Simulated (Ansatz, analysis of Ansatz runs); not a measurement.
# A hop of Mg in Mg2TiO4 (Imma), charge 0, part 2 of 5

Aim: the barrier of one jump in Mg2TiO4 (Imma) at charge 0: V_Mg hop (3.5 Å). The model is a cell of 56 host atoms with 1 Mg taken out; Mg is the atom that moves.

Ansatz 0.2.0; plane-wave PAW DFT, PBEsol; nudged elastic band between two relaxed defect structures.

So far. Step 2 (Relaxation of the start point, charge 0): After 150 cycles the residual stands at 0.59, with no steady fall over the second half. The cap of 150 cycles in the input ended the loop.

### 4. Relaxation of the end point, charge 0

Level of this step: plane-wave PAW DFT, PBEsol; relaxation of all atoms of a defect supercell (Ansatz).

The end point is relaxed in the same cell and settings, so that the two energies compare. Atoms more than 3.2 Å from the middle of the hop start where the first relaxation left them, the nearer ones on or close to their ideal places, with small random displacements.

File q0.end/input.yaml:

```yaml
crystal:
  lattice:
    - [5.93160526, 5.95895149, 0.0]
    - [-5.93160526, 5.95895149, 0.0]
    - [0.0, 0.0, 8.47824647]
  atoms:
    - { symbol: Mg, position: [0.37077311, 0.37447906, 0.1327162] }
    - { symbol: Mg, position: [0.37588338, 0.87468535, 0.63260574] }
[... 1 atom line left out ...]
    - { symbol: Mg, position: [0.875, 0.875, 0.13611587] }
[... 3 atom lines left out ...]
    - { symbol: Mg, position: [0.0, 0.25, 0.25] }
[... 4 atom lines left out ...]
    - { symbol: Mg, position: [-0.25, 0.5, 0.25] }
[... 5 atom lines left out ...]
    - { symbol: Ti, position: [0.75, 0.75, 0.5] }
[... 1 atom line left out ...]
    - { symbol: Ti, position: [0.0, 0.5, 0.0] }
[... 3 atom lines left out ...]
    - { symbol: O, position: [0.01287539, 0.73712461, 0.99805415] }
[... 5 atom lines left out ...]
    - { symbol: O, position: [0.73712461, 0.51287539, 0.49805415] }
[... 7 atom lines left out ...]
    - { symbol: O, position: [0.74277191, 0.74277191, 0.27354562] }
[... 2 atom lines left out ...]
    - { symbol: O, position: [0.75722809, 0.25722809, 0.22645438] }
[... 3 atom lines left out ...]
    - { symbol: O, position: [0.76287539, 0.48712461, 0.00194585] }
[... 3 atom lines left out ...]
    - { symbol: O, position: [0.99277191, 0.49277191, 0.22645438] }
[... 4 atom lines left out ...]
    - { symbol: O, position: [0.98712461, 0.76287539, 0.50194585] }
basis:
  ecutwfc: 420
  xc_grid: 2
hamiltonian:
  xc: pbesol
kpoints:
  mp_grid: { grid: [1, 1, 1], shift: [0.25, 0.25, 0.25] }
scf:
  occupations: { method: fermi_dirac, width: 0.01 }
  max_iter: 150
output:
  forces: true
relax:
  f_tol: 0.02
  max_steps: 70
  random_displacement: { amplitude: 0.01, seed: 2387 }
```

Run with:

```sh
$ ansatz run input.yaml --threads 4 --pin off --max-ram 14131MiB --backend cpu --events-out ev --progress --plain --runs-dir out
```

Log:

```text
[...]
Crystal: 55 atoms, lattice volume = 599.347 Å³
Basis set: ecut = 420 eV, 11701 PW (Γ), exchange–correlation on 120×120×120 points (8 copies of the dense FFT grid, shifted against one another)
Bands: 274, of which v1, the nominal top of the filled ones, is band 219 counted from 1 (218 counted from 0)
Symmetry: 1 space group operations
k-points: 1
[...]
SCF iter   1: F=—  HF=-66491.857252 eV  |F-HF|=—  |Δ(HF+E_count)|=         —  Δρ=3.47e-2  dr2=9.48e0  ethr=1.77e-3  ⟨swp⟩=6.0  Hψ=1043  notcnv=0  defer=34
[...]
SCF iter  38: F=-66491.018824 eV  HF=-66491.018832 eV  |F-HF|=8.55e-6  |Δ(HF+E_count)|=   1.02e-6  Δρ=3.73e-5  dr2=9.83e-6  ethr=2.28e-9  ⟨swp⟩=3.0  Hψ=806  notcnv=0
SCF 1 converged in 38 iterations: F = -66491.018824 eV  dr2 = 9.83e-6
[...]
--- Relaxed structure (13 steps of the walk, 9 accepted, 0 SCFs on fresh bases) ---
  F+E_penalty+E_count = -66492.16920594 eV   max|allowed force component| = 9.912e-3 eV/Å
  atoms:
    - { symbol: Mg, position: [0.371619, 0.378349, 0.138146] }
    - { symbol: Mg, position: [0.372497, 0.872666, 0.631663] }
    [... 1 atom left out ...]
    - { symbol: Mg, position: [0.878183, 0.871869, 0.138144] }
[...]
- { symbol: Mg, position: [-0.000977, 0.249904, 0.252142] }
[...]
- { symbol: Mg, position: [-0.250259, 0.499319, 0.252032] }
[...]
- { symbol: Ti, position: [0.756368, 0.747790, 0.498040] }
    [... 1 atom left out ...]
    - { symbol: Ti, position: [0.002156, 0.502206, 0.011324] }
[...]
- { symbol: O, position: [0.737419, 0.513530, 0.498181] }
    [... 7 atoms left out ...]
    - { symbol: O, position: [0.741285, 0.742550, 0.272675] }
    [... 6 atoms left out ...]
    - { symbol: O, position: [0.760457, 0.485547, 0.000722] }
    [... 3 atoms left out ...]
    - { symbol: O, position: [0.987421, 0.487589, 0.219010] }
    [... 4 atoms left out ...]
    - { symbol: O, position: [0.978850, 0.771564, 0.508750] }
[key lines of the parts left out:]
SCF converged after 13 iterations
Free energy (F): -66492.169206 eV
Fermi energy:    6.577273 eV
```

Run time: 3.2 min. Hardware: 4 threads of Arm Neoverse V1, shared host; peak memory 1.2 GiB.

Relaxation path:

| step | energy less that of the first step (eV) | largest force component (eV/Å) |
| --- | --- | --- |
| 1 | 0.0000 | 1.8975 |
| 2 | -0.7192 | 1.2794 |
| 3 | -0.9215 | 1.4935 |
| 4 | -1.0921 | 0.8092 |
| 5 | -1.0177 | 0.9512 |
| 6 | -1.1419 | 0.1207 |
| 7 | -1.1403 | 0.1870 |
| 8 | -1.1491 | 0.0500 |
| 9 | -1.1480 | 0.0846 |
| 10 | -1.1499 | 0.0328 |
| 11 | -1.1453 | 0.2627 |
| 12 | -1.1503 | 0.0229 |
| 13 | -1.1504 | 0.0099 |

Relaxation steps 5, 7, 9, 11 were tried and not accepted.

The atoms that moved most (Å, from the sites as typed, ahead of the random displacement):

| atom | dx | dy | dz | length |
| --- | --- | --- | --- | --- |
| O35 | 0.129 | 0.110 | -0.045 | 0.175 |
| Ti23 | -0.126 | -0.082 | 0.026 | 0.152 |
| O55 | -0.100 | 0.003 | 0.057 | 0.115 |
| O41 | -0.003 | 0.076 | -0.077 | 0.108 |
| O44 | 0.097 | 0.033 | 0.031 | 0.107 |
| Ti21 | 0.000 | 0.027 | 0.095 | 0.099 |
| O50 | 0.000 | -0.062 | -0.064 | 0.089 |
| Ti18 | 0.052 | 0.014 | -0.063 | 0.083 |

Neighbours of Mg13 at the end:

| atom | distance (Å) |
| --- | --- |
| O50 | 2.020 |
| O35 | 2.036 |
| O39 | 2.053 |
| O42 | 2.056 |
| O31 | 2.093 |
| O46 | 2.136 |
| Ti21 | 2.944 |
| Ti19 | 2.953 |
| Mg8 | 2.958 |
| Mg11 | 2.963 |
| Ti18 | 2.974 |
| Ti23 | 2.997 |

Read from the output:

```
free energy                                                                                       : -66492.1692 eV
smearing term TS                                                                                  : 0.02710 eV
r.m.s. move of the farther half of the atoms                                                      : 0.02098 Å
largest move from the ideal geometry of this structure, a common shift of the far atoms taken out : 0.1166 Å
```

The relaxation gained 1.150 eV and ended with a largest force component of 0.0099 eV/Å. The end lies 0.068 eV above the start.

(Part 2 of 5 ends here.)

[Long decimals in the printed logs are rounded to 6 places.]

[Repeated set-up lines and some long k-point lines are left out of the logs, and relaxed atomic positions are cut to six decimals.]

[Logs are printed without paths, hosts, clocks, repeated set-up lines and the standing remarks that a program may print on its own settings, such as how far it seeks lower states.]

[Hosts, paths, dates, database ids (printed as entryN), source tags and the programs' standing remarks are cut or masked in the printed files.]
